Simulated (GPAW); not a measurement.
# Collinear magnetic orders of WSe227 V2 d3p28 with GPAW, part 2 of 2

Does WSe227 V2 d3p28 prefer parallel or opposed moments, or none?

GPAW 26.7.0; PBE; plane waves with GPAW's PAW setups, scalar-relativistic.

So far. Step 2 (Order 1, typed as ferro ++): After 39 cycles the largest moment stands at 0.494 μB.

### 3. Run 2 (antiferro +-)

Reversing part of the moments tests the sign of the couplings between them.

File order2.py:

```python
import json
import numpy as np
from ase import Atoms
from ase.parallel import paropen, parprint
from gpaw import GPAW

atoms = Atoms(['V', 'Se', 'Se', 'V', 'Se', 'Se', 'W', 'Se', 'Se', 'W', 'Se', 'Se', 'W', 'Se', 'Se', 'W', 'Se', 'Se', 'W', 'Se', 'Se', 'W', 'Se', 'Se', 'W', 'Se', 'Se'],
    cell=[[9.846, 0.0, 0.0],
         [-4.923, 8.526886, 0.0],
         [0.0, -0.0, 16.34]],
    scaled_positions=[[0.0, 0.0, 0.5],
         [0.222222, 0.111111, 0.602203],
         [0.222222, 0.111111, 0.397797],
         [0.0, 0.333333, 0.5],
         [0.222222, 0.444444, 0.602203],
         [0.222222, 0.444444, 0.397797],
         [0.0, 0.666667, 0.5],
         [0.222222, 0.777778, 0.602203],
         [0.222222, 0.777778, 0.397797],
         [0.333333, 0.0, 0.5],
         [0.555556, 0.111111, 0.602203],
         [0.555556, 0.111111, 0.397797],
         [0.333333, 0.333333, 0.5],
         [0.555556, 0.444444, 0.602203],
         [0.555556, 0.444444, 0.397797],
         [0.333333, 0.666667, 0.5],
         [0.555556, 0.777778, 0.602203],
         [0.555556, 0.777778, 0.397797],
         [0.666667, 0.0, 0.5],
         [0.888889, 0.111111, 0.602203],
         [0.888889, 0.111111, 0.397797],
         [0.666667, 0.333333, 0.5],
         [0.888889, 0.444444, 0.602203],
         [0.888889, 0.444444, 0.397797],
         [0.666667, 0.666667, 0.5],
         [0.888889, 0.777778, 0.602203],
         [0.888889, 0.777778, 0.397797]],
    pbc=True,
    magmoms=[2.0, 0.0, 0.0, -2.0, 0.0, 0.0, 0.0, 0.0, 0.0, 0.0, 0.0, 0.0, 0.0, 0.0, 0.0, 0.0, 0.0, 0.0, 0.0, 0.0, 0.0, 0.0, 0.0, 0.0, 0.0, 0.0, 0.0])
atoms.calc = GPAW(mode={'name': 'pw', 'ecut': 450},
    xc='PBE',
    kpts={'size': (3, 3, 1), 'gamma': True},
    occupations={'name': 'fermi-dirac', 'width': 0.05},
    convergence={'density': 1e-05, 'energy': 1e-05},
    maxiter=200,
    mixer={'name': 'pulay', 'beta': 0.05, 'nmaxold': 6, 'weight': 50},
    symmetry={'tolerance': 1e-4},
    txt='order2.txt')
e = atoms.get_potential_energy(force_consistent=True)
res = {'free_energy': e, 'energy_sigma0': atoms.get_potential_energy(), 'fermi_energy': atoms.calc.get_fermi_level()}
res['moments'] = atoms.get_magnetic_moments().tolist()
res['total'] = atoms.get_magnetic_moment()
parprint('site moments (muB):', np.round(res['moments'], 3))
parprint(f"total moment: {res['total']:.3f} muB")
parprint(f'free energy: {e:.6f} eV')
atoms.calc.write('order2.gpw')
with paropen('results.json', 'w') as f:
    json.dump(res, f)
```

The run is started by

```bash
$ OMP_NUM_THREADS=1 mpirun -n 4 gpaw python order2.py > order2.log
```

Numbers of over 12 decimals in the logs are rounded to 6 here.

The program printed:

```text
site moments (muB): [-0.001 -0.    -0.    -0.     0.     0.    -0.    -0.    -0.    -0.
 -0.    -0.    -0.    -0.    -0.    -0.    -0.    -0.    -0.     0.
  0.    -0.    -0.    -0.     0.     0.     0.   ]
total moment: -0.002 muB
free energy: -176.117097 eV

--- order2.txt ---
Input parameters:
  mode=PW(ecut=450),
  convergence={'density': 1e-05, 'energy': 1e-05},
  kpts=MonkhorstPack(size=(3, 3, 1), gamma=True),
  maxiter=200,
  mixer=Pulay(name='pulay', nmaxold=6, beta=0.05, weight=50, sigma=0.015, g_ss=None),
  occupations=Occupations(name='fermi-dirac', width=0.05),
  symmetry=Symmetry(tolerance=0.0001),
  xc=XC(name='PBE')

Diagonalizing LCAO Hamiltonian
Converting LCAO to pw mode

                Se      Se      Se

           W      Se      Se      Se

             V  Se  Se  Se  Se  Se  Se

               V  Se   W  Se   W  Se

                    Se      Se      Se

Atoms  # Å, Bohr magnetons
|    | symbol |         x |        y |        z |    initial magnetic moments |
|----|--------|-----------|----------|----------|-----------------------------|
|  0 |      V |  0.000000 | 0.000000 | 8.170000 | ( 0.0000,  0.0000,  2.0000) |
|  1 |     Se |  1.640998 | 0.947431 | 9.839997 | ( 0.0000,  0.0000,  0.0000) |
|  2 |     Se |  1.640998 | 0.947431 | 6.500003 | ( 0.0000,  0.0000,  0.0000) |
|  3 |      V | -1.640998 | 2.842292 | 8.170000 | ( 0.0000,  0.0000, -2.0000) |
|  4 |     Se | -0.000000 | 3.789723 | 9.839997 | ( 0.0000,  0.0000,  0.0000) |
|  5 |     Se | -0.000000 | 3.789723 | 6.500003 | ( 0.0000,  0.0000,  0.0000) |
|  6 |      W | -3.282002 | 5.684594 | 8.170000 | ( 0.0000,  0.0000,  0.0000) |
|  7 |     Se | -1.641003 | 6.632024 | 9.839997 | ( 0.0000,  0.0000,  0.0000) |
|  8 |     Se | -1.641003 | 6.632024 | 6.500003 | ( 0.0000,  0.0000,  0.0000) |
|  9 |      W |  3.281997 | 0.000000 | 8.170000 | ( 0.0000,  0.0000,  0.0000) |
| 10 |     Se |  4.923005 | 0.947431 | 9.839997 | ( 0.0000,  0.0000,  0.0000) |
| 11 |     Se |  4.923005 | 0.947431 | 6.500003 | ( 0.0000,  0.0000,  0.0000) |
| 12 |      W |  1.640998 | 2.842292 | 8.170000 | ( 0.0000,  0.0000,  0.0000) |
| 13 |     Se |  3.282007 | 3.789723 | 9.839997 | ( 0.0000,  0.0000,  0.0000) |
| 14 |     Se |  3.282007 | 3.789723 | 6.500003 | ( 0.0000,  0.0000,  0.0000) |
| 15 |      W | -0.000005 | 5.684594 | 8.170000 | ( 0.0000,  0.0000,  0.0000) |
| 16 |     Se |  1.641003 | 6.632024 | 9.839997 | ( 0.0000,  0.0000,  0.0000) |
| 17 |     Se |  1.641003 | 6.632024 | 6.500003 | ( 0.0000,  0.0000,  0.0000) |
| 18 |      W |  6.564003 | 0.000000 | 8.170000 | ( 0.0000,  0.0000,  0.0000) |
| 19 |     Se |  8.205002 | 0.947431 | 9.839997 | ( 0.0000,  0.0000,  0.0000) |
| 20 |     Se |  8.205002 | 0.947431 | 6.500003 | ( 0.0000,  0.0000,  0.0000) |
| 21 |      W |  4.923005 | 2.842292 | 8.170000 | ( 0.0000,  0.0000,  0.0000) |
| 22 |     Se |  6.564003 | 3.789723 | 9.839997 | ( 0.0000,  0.0000,  0.0000) |
| 23 |     Se |  6.564003 | 3.789723 | 6.500003 | ( 0.0000,  0.0000,  0.0000) |
| 24 |      W |  3.282002 | 5.684594 | 8.170000 | ( 0.0000,  0.0000,  0.0000) |
| 25 |     Se |  4.923000 | 6.632024 | 9.839997 | ( 0.0000,  0.0000,  0.0000) |
| 26 |     Se |  4.923000 | 6.632024 | 6.500003 | ( 0.0000,  0.0000,  0.0000) |

Unit cell  # Å
| periodic |         x |         y |         z |   lengths |     angles |
|----------|-----------|-----------|-----------|-----------|------------|
|      yes |  9.846000 |  0.000000 |  0.000000 |  9.846000 |  90.000000 |
|      yes | -4.923000 |  8.526886 |  0.000000 |  9.846000 |  90.000000 |
|      yes |  0.000000 | -0.000000 | 16.340000 | 16.340000 | 120.000000 |

Number of symmetries: 2

BZ-sampling:
  Number of BZ points: 9
  Number of IBZ points: 5

  Monkhorst-Pack size: [3, 3, 1]
  Monkhorst-Pack shift: [0, 0, 0]

Plane wave coefficients: 29763
Cutoff: 450.000000 eV

Spin-components: 2 (collinear spins)
Bands:           144
Projectors:      144
Spin-degeneracy: 1
Datatype:        complex128

Parallelization:
  kpt:    2
  domain: 2
  band:   1

Density:
  Valence electrons: 232.0
  Components: 2
  Grid points: [49 49 80]
  Charge: 0.0  # |e|

Potential:
  Grid points: [49 49 80]

[... setups left out ...]
Reference energy: -4312906.271060  # eV

eigensolver:
  PPCG
  Converge bands: occupied
  niter=2

density mixing:
  Pulay-Mixer
  Linear mixing parameters: 0.05
  Old densities: 6
  Fourier metric: weight=50, sigma=0.015

occupation numbers:
  Fermi-Dirac:
    width: 0.0500  # eV

poisson solver:
  ecut: 3600.000000  # eV

xc functional:
  name: PBE with 2 nearest neighbor stencil

convergence criteria:
- Maximum integral of absolute [dens]ity change: 1e-05 electrons / valence electron
- Maximum [total energy] change in last 3 cyles: 1e-05 eV / valence electron
- Maximum integral of absolute [eigenst]ate change: 4e-08 eV^2 / valence electron
maximum number of iterations: 200

SCF iterations
|iter     |      energy | eigst |  dens |  magmom |
|---------|-------------|-------|-------|---------|
|iter:   1|       0s | -178.062120 | +0.41 |       |  +0.0000|
|iter:   2|      36s | -177.428679 | -0.86 | -1.12 |  -0.0000|
|iter:   3|      71s | -177.008948 | -1.70 | -1.19 |  +0.0000|
|iter:   4|     106s | -175.785235 | -1.09 | -1.22 |  +0.0000|
|iter:   5|     142s | -175.805080 | -1.97 | -1.49 |  -0.0000|
|iter:   6|     177s | -175.826271 | -2.53 | -1.57 |  -0.0000|
|iter:   7|     212s | -175.939410 | -2.32 | -1.69 |  -0.0000|
|iter:   8|     248s | -175.920312 | -2.34 | -1.91 |  -0.0000|
|iter:   9|     283s | -175.951502 | -3.11 | -2.06 |  -0.0001|
|iter:  10|     318s | -175.958738 | -3.85 | -2.29 |  -0.0001|
[... 42 iterations left out ...]
|iter:  53|    1703s | -176.045528c| -7.46c| -4.52 |  -0.0026|
|iter:  54|    1737s | -176.045529c| -7.66c| -4.54 |  -0.0021|
|iter:  55|    1771s | -176.045529c| -7.31 | -4.58 |  -0.0016|
|iter:  56|    1789s | -176.045530c| -7.56c| -4.66 |  -0.0022|
|iter:  57|    1823s | -176.045530c| -7.43c| -4.75 |  -0.0024|
|iter:  58|    1840s | -176.045530c| -7.95c| -4.81 |  -0.0023|
|iter:  59|    1857s | -176.045530c| -8.11c| -4.85 |  -0.0022|
|iter:  60|    1874s | -176.045530c| -7.93c| -4.90 |  -0.0021|
|iter:  61|    1891s | -176.045531c| -8.01c| -4.96 |  -0.0022|
|iter:  62|    1908s | -176.045531c| -8.11c| -5.02c|  -0.0022|

Converged in 62 steps
Energy contributions relative to reference atoms: (reference = -4312906.271060)

Energy contributions:
  Kinetic:         194.427197
  Coulomb:        -199.551308
  Zero:             -0.752235
  External:          0.000000
  Xc:             -170.097619
  Entropy:          -0.143133
  Spinorbit:         0.000000
  ----------------------------
  Free energy:    -176.117097
  Extrapolated:   -176.045531

dipole moment: (2.995145, -106.313572, 0.001198)  # |e|*Ang

Total magnetic moment: (0.000000, 0.000000, -0.002210)

Local magnetic moments
|        x |        y |         z |
|----------|----------|-----------|
| 0.000000 | 0.000000 | -0.000762 |  # V    0
| 0.000000 | 0.000000 | -0.000025 |  # Se   1
| 0.000000 | 0.000000 | -0.000025 |  # Se   2
| 0.000000 | 0.000000 | -0.000389 |  # V    3
| 0.000000 | 0.000000 |  0.000012 |  # Se   4
| 0.000000 | 0.000000 |  0.000012 |  # Se   5
| 0.000000 | 0.000000 | -0.000057 |  # W    6
| 0.000000 | 0.000000 | -0.000010 |  # Se   7
| 0.000000 | 0.000000 | -0.000010 |  # Se   8
| 0.000000 | 0.000000 | -0.000031 |  # W    9
| 0.000000 | 0.000000 | -0.000005 |  # Se  10
| 0.000000 | 0.000000 | -0.000005 |  # Se  11
[...]
| 0.000000 | 0.000000 |  0.000002 |  # Se  19
| 0.000000 | 0.000000 |  0.000002 |  # Se  20
| 0.000000 | 0.000000 | -0.000086 |  # W   21
| 0.000000 | 0.000000 | -0.000002 |  # Se  22
| 0.000000 | 0.000000 | -0.000002 |  # Se  23
| 0.000000 | 0.000000 |  0.000031 |  # W   24
| 0.000000 | 0.000000 |  0.000003 |  # Se  25
| 0.000000 | 0.000000 |  0.000003 |  # Se  26

Fermi level: -0.002
Eigenvalues  # (at kpt = [0.000, 0.000, 0.000])
| band index |      eig [eV] | occ [0-1] |      eig [eV] | occ [0-1] |
|------------|---------------|-----------|---------------|-----------|
|          0 |       -73.794 |     1.000 |       -73.794 |     1.000 |
|        ... |               |           |               |           |
|        107 |        -0.933 |     1.000 |        -0.933 |     1.000 |
|        108 |        -0.817 |     1.000 |        -0.817 |     1.000 |
|        109 |        -0.816 |     1.000 |        -0.816 |     1.000 |
|        110 |        -0.804 |     1.000 |        -0.804 |     1.000 |
|        111 |        -0.770 |     1.000 |        -0.770 |     1.000 |
|        112 |        -0.717 |     1.000 |        -0.717 |     1.000 |
|        113 |        -0.652 |     1.000 |        -0.652 |     1.000 |
|        114 |        -0.071 |     0.800 |        -0.071 |     0.801 |
|        115 |         0.237 |     0.008 |         0.237 |     0.008 |
|        116 |         0.238 |     0.008 |         0.238 |     0.008 |
|        117 |         1.562 |     0.000 |         1.562 |     0.000 |
|        118 |         1.692 |     0.000 |         1.692 |     0.000 |
|        119 |         1.906 |     0.000 |         1.905 |     0.000 |
|        120 |         1.975 |     0.000 |         1.975 |     0.000 |
|        121 |         1.977 |     0.000 |         1.977 |     0.000 |
|        122 |         2.023 |     0.000 |         2.023 |     0.000 |
|        ... |               |           |               |           |
|        143 |         3.462 |     0.000 |         3.462 |     0.000 |

No gap
No difference between direct/indirect transitions
```

It took 33 min on 4 MPI ranks of Arm Neoverse V1, shared host; peak memory 2.7 GiB; 2.2 h of CPU time.

Spin moment in the augmentation sphere by element, in μB:

```
element  atoms     mean  spread (r.m.s.)    least  largest
      V      2  -0.0006           0.0002  -0.0008  -0.0004
     Se     18   0.0000           0.0000   0.0000   0.0000
      W      7  -0.0001           0.0001  -0.0002   0.0000
```

The atoms farthest from the mean of their element:

```
atom        x, y, z (Å)  spin moment in the augmentation sphere (μB)
  V4  -1.64, 2.84, 8.17                                      -0.0004
  V1   0.00, 0.00, 8.17                                      -0.0008
 W13   1.64, 2.84, 8.17                                      -0.0002
 W25   3.28, 5.68, 8.17                                       0.0000
 W19   6.56, 0.00, 8.17                                       0.0000
 W22   4.92, 2.84, 8.17                                      -0.0001
 W16   0.00, 5.68, 8.17                                       0.0000
 W10   3.28, 0.00, 8.17                                       0.0000
```

Numbers from this step:

| Property | Result |
| --- | --- |
| final state | non-magnetic |

It lies 20.1 meV a seeded atom over the first start.

### 4. Energies of the orders

These are free energies at a smearing of 0.05 eV, so its entropy term is in the differences. They are divided by the number of seeded atoms, so that cells of unlike size compare.

Orders:

```
       start    final state  typed order kept  energy over the lowest (meV a seeded atom)  largest site moment (μB)  net moment (μB a primitive cell)  mesh matched  CPU time (s)
    ferro ++  ferromagnetic               yes                                           0                    0.4941                             1.445           yes          4973
antiferro +-   non-magnetic                no                                       20.14                   7.62e-4                           0.00221           yes          7842
```

### 5. Outcome

| Property | Result |
| --- | --- |
| lowest state found | ferromagnetic (typed ferro ++) |
| largest site moment | 0.494 μB |
| next state | non-magnetic, 20.1 meV a seeded atom higher |

In words: The lowest state found is ferromagnetic, reached from the start ferro ++, with moments up to 0.494 μB. 1 start left the typed pattern (a sign turned or a seeded moment died), so such an energy belongs to the state reached, not the one typed. This is the lowest of 2 finished starts, no proof of the ground state.

[Logs and program files are shortened in this print: banners, set-up blocks, solver, clock and traceback lines can be left out without a mark of their own.]

[Logs are printed without paths, hosts, clocks, repeated set-up lines and the standing remarks that a program may print on its own settings, such as how far it seeks lower states.]

[Hosts, paths, dates, database ids (printed as entryN), source tags and the programs' standing remarks are cut or masked in the printed files.]

[Where a cell is said to come from a database of computed structures, the database is the Materials Project.]
